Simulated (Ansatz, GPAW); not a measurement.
# ZrSi2P4 monolayer: simulated STM images, part 2 of 2

Aim: Tersoff-Hamann images of ZrSi2P4 monolayer at several biases.

GPAW 26.7.0 and Ansatz 0.2.0; Ansatz plane waves; layer without images along its normal, relaxation of atoms and in-plane cell (the session's first sound run).

So far, upper work function (eV): step 3 (the slab's potential) 5.59.

### Step 4. A second plane-wave code (continued)

Density over a1 and a2. Constant height 3.5 Å over the top atom, window e_range_-2_0.

Values in units of 1e-4 e/Å³, 12 rows by 16 columns, each cell a mean:
```
1.1 1.0 0.9 0.8 0.7 0.6 0.5 0.5 0.5 0.5 0.6 0.7 0.8 0.9 1.0 1.1
0.9 0.9 0.8 0.7 0.6 0.5 0.4 0.4 0.5 0.5 0.6 0.7 0.8 0.9 1.0 1.0
0.8 0.7 0.6 0.5 0.5 0.4 0.4 0.4 0.5 0.5 0.6 0.7 0.8 0.8 0.9 0.8
0.6 0.6 0.5 0.5 0.4 0.4 0.4 0.4 0.5 0.5 0.6 0.7 0.7 0.7 0.7 0.7
0.5 0.5 0.4 0.4 0.4 0.4 0.4 0.4 0.5 0.5 0.5 0.6 0.6 0.6 0.6 0.6
0.5 0.5 0.4 0.4 0.4 0.4 0.4 0.5 0.5 0.5 0.5 0.5 0.5 0.5 0.5 0.5
0.5 0.5 0.5 0.5 0.5 0.5 0.5 0.5 0.5 0.4 0.4 0.4 0.4 0.4 0.5 0.5
0.6 0.6 0.6 0.6 0.6 0.6 0.5 0.5 0.5 0.4 0.4 0.4 0.4 0.4 0.5 0.5
0.7 0.8 0.8 0.8 0.7 0.7 0.6 0.5 0.5 0.4 0.4 0.4 0.5 0.5 0.6 0.7
0.9 0.9 0.9 0.9 0.8 0.7 0.6 0.5 0.5 0.4 0.4 0.5 0.5 0.6 0.7 0.8
1.0 1.0 1.0 0.9 0.8 0.7 0.6 0.5 0.5 0.5 0.5 0.6 0.7 0.8 0.9 1.0
1.1 1.1 1.0 0.9 0.8 0.6 0.5 0.5 0.5 0.5 0.5 0.6 0.8 0.9 1.0 1.1
```
Columns: a1 from 0 to 0.96; rows upwards: a2 from 0 to 0.96.

Tip height over the top atom over a1 and a2. Constant current at the density 6.148e-05 e/Å^3, window e_range_-2_0.

Values in Å, 12 rows by 16 columns, each cell a mean:
```
3.67 3.66 3.63 3.58 3.53 3.47 3.42 3.39 3.39 3.43 3.49 3.55 3.60 3.64 3.67 3.68
3.64 3.62 3.58 3.53 3.47 3.41 3.37 3.37 3.40 3.45 3.51 3.56 3.60 3.63 3.65 3.65
3.58 3.55 3.50 3.45 3.40 3.36 3.34 3.36 3.40 3.45 3.50 3.55 3.58 3.61 3.61 3.61
3.51 3.47 3.43 3.38 3.35 3.32 3.33 3.36 3.40 3.45 3.49 3.52 3.54 3.55 3.55 3.54
3.43 3.41 3.38 3.35 3.33 3.33 3.34 3.37 3.39 3.42 3.45 3.47 3.48 3.48 3.48 3.46
3.39 3.39 3.38 3.38 3.37 3.37 3.38 3.38 3.39 3.40 3.41 3.41 3.41 3.41 3.41 3.40
3.41 3.43 3.44 3.44 3.44 3.43 3.42 3.40 3.39 3.37 3.37 3.36 3.36 3.37 3.38 3.40
3.48 3.50 3.51 3.52 3.51 3.49 3.46 3.42 3.39 3.36 3.34 3.34 3.35 3.38 3.42 3.45
3.56 3.58 3.58 3.58 3.56 3.52 3.49 3.43 3.39 3.35 3.34 3.36 3.39 3.44 3.49 3.52
3.62 3.63 3.63 3.62 3.59 3.54 3.49 3.44 3.39 3.36 3.37 3.41 3.46 3.51 3.56 3.60
3.67 3.67 3.66 3.63 3.59 3.54 3.48 3.43 3.39 3.38 3.41 3.46 3.52 3.57 3.62 3.65
3.68 3.68 3.65 3.62 3.57 3.51 3.46 3.41 3.39 3.41 3.46 3.52 3.57 3.62 3.66 3.68
```
Columns: a1 from 0 to 0.96; rows upwards: a2 from 0 to 0.96.

E_range_-1_0. The planar mean of the window's density by height over the top atom:

height over the top atom (Å), log10 planar mean of the window's density (e/Å³) and a bar from the least value:
```
     1.50       -2.3 ##############################
     1.90       -2.7 ############################
     2.10       -3.0 ###########################
     2.50       -3.4 ##########################
     2.70       -3.6 #########################
     3.10       -4.1 #######################
     3.30       -4.3 ######################
     3.70       -4.8 ####################
     3.90       -5.0 ###################
     4.30       -5.5 #################
     4.50       -5.8 ################
     4.90       -6.2 ##############
     5.10       -6.5 #############
     5.50       -6.9 ###########
     5.70       -7.2 ##########
     6.10       -7.7 ########
     6.30       -7.9 ########
     6.70       -8.4 ######
     6.90       -8.6 #####
     7.30       -9.1 ###
     7.50       -9.3 ##
     7.90       -9.8
```

Density over a1 and a2. Constant height 3.5 Å over the top atom, window e_range_-1_0.

Ten even steps from '_' (1.92 × 1e-5 e/Å³) to '@' (4.35 × 1e-5 e/Å³):
```
@@@@%%%%##**==--::::....__....::::--==**##%%%%@@@@
@@%%%%##**++==--::....____....::--==++**##%%%%@@@@
%%%%##**++==--::....______....::--==++**##%%%%%%%%
####**++==--::....________....::--==++**####%%%%%%
****++==--::....__________....::--==++****########
++====--::....____________....::--====++**********
==----::....______________....::----====++++++++==
--::::....________________....::::----==========--
::::....__________________....::::::------------::
......____________________......::::::::::::::::::
....______________________........................
____________________________......................
__......................__________________________
..........................______________________..
..::::::::::::::::::......____________________....
::::------------::::::....__________________....::
----==========----::::....________________....::::
====++++++++====----::....______________....::----
++**********++====--::....____________....::--====
**########****++==--::....__________....::--==++**
##%%%%%%####**++==--::....________....::--==++**##
%%%%%%%%%%##**++==--::....______....::--==++**##%%
@@@@@@%%%%##**++==--::....____....::--==++**##%%%%
@@@@@@%%%%##**==--::::....__....::::--==**##%%%%@@
@@@@@@%%##**++==--::....____....::--==++**##%%@@@@
```
Columns: a1 from 0 to 0.96; rows upwards: a2 from 0 to 0.96.

Tip height over the top atom over a1 and a2. Constant current at the density 2.686e-05 e/Å^3, window e_range_-1_0.

Ten even steps from '_' (3.36 Å) to '@' (3.66 Å):
```
@@@@@@%%%%##**++==--::......::--==++**##%%%%@@@@@@
@@@@%%%%##**++==--::........::--==++**##%%%%@@@@@@
@@%%%%##**++==--::::......::::--==++**##%%%%@@@@@@
%%%%##**++++----::........::----++++**##%%%%%%%%%%
####**++++==--::..______..::--==++++**####%%%%%%%%
****++==----::..________..::----==++****##########
++++==----::..__________..::----==++++************
====--::::..____________..::::--====++++++++++++++
----::::..______________..::::----================
::::......____________......::::--------==--------
::........__________........::::::::::----::::::::
..................................::::::::::......
......::::::::::::::..............................
::::::::--------::::::::........__________........
::--------==--------::::......____________......::
--======++++======----::....______________....::--
==++++++++++++++====--::::..____________..::::--==
++************++++==--::::..__________..::::--==++
**##########****++==----::..________..::----==++**
##%%%%%%%%####**++====--::..______..::--====++**##
%%%%%%%%%%%%##**++==--::::........::::--==++**##%%
@@@@@@@@%%%%##**++==--::..........::--==++**##%%%%
@@@@@@@@%%%%##**++==--::........::--==++**##%%%%@@
@@@@@@@@%%%%##**++==--::......::--==++**##%%%%@@@@
@@@@@@@@%%##**++==--::::....::::--==++**##%%@@@@@@
```
Columns: a1 from 0 to 0.96; rows upwards: a2 from 0 to 0.96.

E_range_0_1.5. Table of planar mean of the window's density by height over the top atom:

```csv
height over the top atom (Å),planar mean of the window's density (e/Å³)
1.50,0.00106
1.70,6.7e-4
1.90,4.2e-4
2.10,2.6e-4
2.30,1.7e-4
2.50,1.0e-4
2.70,6.6e-5
2.90,4.1e-5
3.10,2.6e-5
3.30,1.6e-5
3.50,1.0e-5
3.70,6.4e-6
3.90,4.0e-6
4.10,2.5e-6
4.30,1.6e-6
4.50,9.8e-7
4.70,6.2e-7
4.90,3.9e-7
5.10,2.4e-7
5.30,1.5e-7
5.50,9.5e-8
5.70,6.0e-8
5.90,3.8e-8
6.10,2.4e-8
6.30,1.5e-8
6.50,9.3e-9
6.70,5.9e-9
6.90,3.7e-9
7.10,2.3e-9
7.30,1.5e-9
7.50,9.3e-10
7.70,5.9e-10
7.90,3.7e-10
```

Density over a1 and a2. Constant height 3.5 Å over the top atom, window e_range_0_1.5.

Values in units of 1e-5 e/Å³, 12 rows by 16 columns, each cell a mean:
```
1.3 1.2 1.2 1.1 1.0 1.0 1.0 0.9 0.9 1.0 1.0 1.1 1.1 1.2 1.2 1.3
1.2 1.2 1.1 1.0 1.0 0.9 0.9 0.9 0.9 1.0 1.0 1.1 1.1 1.2 1.2 1.2
1.1 1.1 1.0 1.0 0.9 0.9 0.9 0.9 0.9 1.0 1.0 1.1 1.1 1.1 1.2 1.1
1.0 1.0 1.0 0.9 0.9 0.9 0.9 0.9 0.9 1.0 1.0 1.0 1.1 1.1 1.1 1.1
1.0 0.9 0.9 0.9 0.9 0.9 0.9 0.9 0.9 1.0 1.0 1.0 1.0 1.0 1.0 1.0
0.9 0.9 0.9 0.9 0.9 0.9 0.9 0.9 0.9 0.9 1.0 1.0 1.0 1.0 1.0 0.9
1.0 1.0 1.0 1.0 1.0 1.0 1.0 0.9 0.9 0.9 0.9 0.9 0.9 0.9 0.9 0.9
1.0 1.0 1.0 1.0 1.0 1.0 1.0 1.0 0.9 0.9 0.9 0.9 0.9 0.9 1.0 1.0
1.1 1.1 1.1 1.1 1.1 1.0 1.0 1.0 0.9 0.9 0.9 0.9 0.9 1.0 1.0 1.0
1.2 1.2 1.2 1.2 1.1 1.1 1.0 1.0 0.9 0.9 0.9 1.0 1.0 1.0 1.1 1.1
1.2 1.2 1.2 1.2 1.1 1.1 1.0 1.0 0.9 0.9 1.0 1.0 1.0 1.1 1.2 1.2
1.3 1.3 1.2 1.2 1.1 1.0 1.0 0.9 0.9 0.9 1.0 1.0 1.1 1.2 1.2 1.3
```
Columns: a1 from 0 to 0.96; rows upwards: a2 from 0 to 0.96.

Tip height over the top atom over a1 and a2. Constant current at the density 1.019e-05 e/Å^3, window e_range_0_1.5.

Values in Å, 12 rows by 16 columns, each cell a mean:
```
3.58 3.58 3.56 3.54 3.51 3.49 3.47 3.46 3.46 3.48 3.50 3.52 3.55 3.57 3.58 3.59
3.57 3.55 3.53 3.51 3.49 3.47 3.45 3.45 3.46 3.48 3.50 3.53 3.55 3.56 3.57 3.57
3.54 3.52 3.50 3.48 3.46 3.45 3.44 3.45 3.46 3.48 3.50 3.52 3.54 3.55 3.55 3.55
3.50 3.49 3.47 3.46 3.44 3.44 3.44 3.45 3.46 3.48 3.49 3.51 3.52 3.52 3.52 3.52
3.48 3.47 3.45 3.45 3.44 3.44 3.44 3.45 3.46 3.47 3.48 3.49 3.50 3.50 3.49 3.49
3.46 3.46 3.46 3.45 3.45 3.45 3.45 3.46 3.46 3.47 3.47 3.47 3.47 3.47 3.47 3.47
3.47 3.47 3.47 3.48 3.48 3.47 3.47 3.47 3.46 3.46 3.46 3.46 3.46 3.46 3.46 3.47
3.49 3.50 3.50 3.51 3.50 3.49 3.49 3.47 3.47 3.46 3.45 3.45 3.46 3.46 3.47 3.48
3.53 3.53 3.54 3.53 3.52 3.51 3.50 3.48 3.47 3.46 3.45 3.46 3.47 3.48 3.50 3.51
3.56 3.56 3.56 3.55 3.54 3.52 3.50 3.48 3.47 3.46 3.46 3.47 3.49 3.51 3.53 3.54
3.58 3.58 3.57 3.56 3.54 3.52 3.50 3.48 3.46 3.46 3.47 3.49 3.51 3.53 3.56 3.57
3.59 3.59 3.57 3.56 3.53 3.51 3.49 3.47 3.46 3.47 3.48 3.51 3.53 3.56 3.57 3.59
```
Columns: a1 from 0 to 0.96; rows upwards: a2 from 0 to 0.96.

Band density in the ca plane at fractional y = 0.667, with atoms of Si and P within 0.2 Å of it.

Values in Å⁻³, 5 rows by 16 columns, each cell a mean:
```
0.00 0.00 0.00 0.00 0.00 0.00 0.03 0.05 0.04 0.02 0.03 0.07 0.06 0.07 0.04 0.02
0.00 0.00 0.00 0.00 0.00 0.00 0.02 0.04 0.04 0.03 0.08 0.12 0.06 0.12 0.09 0.02
0.00 0.00 0.00 0.00 0.00 0.00 0.01 0.01 0.03 0.06 0.16 0.18 0.05 0.16 0.17 0.06
0.00 0.00 0.00 0.00 0.00 0.00 0.00 0.01 0.02 0.07 0.13 0.12 0.04 0.11 0.13 0.08
0.00 0.00 0.00 0.00 0.00 0.00 0.01 0.03 0.05 0.04 0.13 0.18 0.06 0.16 0.15 0.04
```
Columns run along c (16.0 Å, from fractional 0.03 to 0.41 of the cell), rows up along a (3.6 Å). Atoms in or near the plane, at fractional coordinates: Si at (0.23, 0.33), P at (0.29, 0.33), P at (0.36, 0.33).

Band density in the ca plane at fractional y = 0.667, with atoms of Si and P within 0.2 Å of it.

Ten steps, logarithmic in the rise over the least value, from '0' (0.00 Å⁻³) to '9' (0.17 Å⁻³), each cell a mean:
```
00000000000000012345434432135667666667665322
00000000000000012345534432134566666666654312
00000000000000011344434432246777766677776422
00000000000000001233334433467999865689997643
00000000000000001122223334568999864689998754
00000000000000000111122225677667642467667765
00000000000000000111123324677888753578887764
00000000000000001122223434568999865689998654
00000000000000001234334432357888766678887532
```
Columns run along c (16.0 Å, from fractional 0.03 to 0.41 of the cell), rows up along a (3.6 Å). Atoms in or near the plane, at fractional coordinates: Si at (0.23, 0.33), P at (0.29, 0.33), P at (0.36, 0.33).

Band density in the ca plane at fractional y = 0.667, with atoms of Si and P within 0.2 Å of it.

Ten steps, logarithmic in the rise over the least value, from '0' (0.00 Å⁻³) to '9' (0.11 Å⁻³), each cell a mean:
```
00000001234544333344556899655543333445442110
00000001234554322344556899655443223445543110
00000001234444333345556898655543333444432100
00000001233444455456655787656654555444432100
00000001124554566656654566556656665455432100
00000001134554467664323444323456775455432100
00000001134554467665544455444556775455432100
00000001223444566556655676556655665444432100
00000001234444444445556788655554444444432100
```
Columns run along c (16.0 Å, from fractional 0.11 to 0.50 of the cell), rows up along a (3.6 Å). Atoms in or near the plane, at fractional coordinates: Si at (0.23, 0.33), P at (0.29, 0.33), P at (0.36, 0.33), Si at (0.41, 0.33).

The upper face's work function is 5.585 eV, against 5.588 eV in the first plane-wave PBE run at this geometry.

### Step 5. Side by side

Results and costs are gathered.

This step: comparison of work functions, dipole and cost (GPAW 26.7.0).

Ladder, by row:

```csv
step,code,"work function, upper (eV)","work function, lower (eV)",dipole (e Å),wall time (s),peak memory (GiB),threads
pw,GPAW,5.588,5.579,-5.94e-4,111.3,0.47,1
ansatz,Ansatz,5.585,5.583,-9.80e-5,5.2,0.884,4
```

### Step 6. Results

```
work function, upper and lower face : 5.588 and 5.579 eV
dipole along the normal             : -5.9e-4 e Å
corrugation at -2 V                 : 0.372 Å
corrugation at -1 V                 : 0.302 Å
corrugation at 1.5 V                : 0.162 Å
```

What this shows: The corrugation at constant current is largest at -2 V, where the tip height varies by 0.37 Å over the cell. Negative sample bias images filled states, positive bias empty ones. The two plane-wave codes differ by 0.0035 eV on the upper face. The images are of Tersoff-Hamann type: an s-wave tip, no tip-sample forces, heights closer than in a microscope. Ansatz gives corrugations of 0.37 Å at -2 V (GPAW 0.37), 0.30 Å at -1 V (GPAW 0.30) and 0.16 Å at 1.5 V (GPAW 0.16). GPAW's time includes a further run over the whole zone for the images, so the two times are not like for like. The starting lattice was a guess from atomic radii; the relaxation moved it by 4 %. The small printed dipole stands for a step of 9.4 meV from the lower to the upper face, and the probes find 9.5 meV; values this small are near the numerical noise of both. The layer's cell and atoms come from the relaxation; spin-orbit coupling and temperature are left out.

[Logs are printed without paths, hosts, clocks, repeated set-up lines and the standing remarks that a program may print on its own settings, such as how far it seeks lower states.]

[Hosts, paths, dates, database ids (printed as entryN), source tags and the programs' standing remarks are cut or masked in the printed files.]
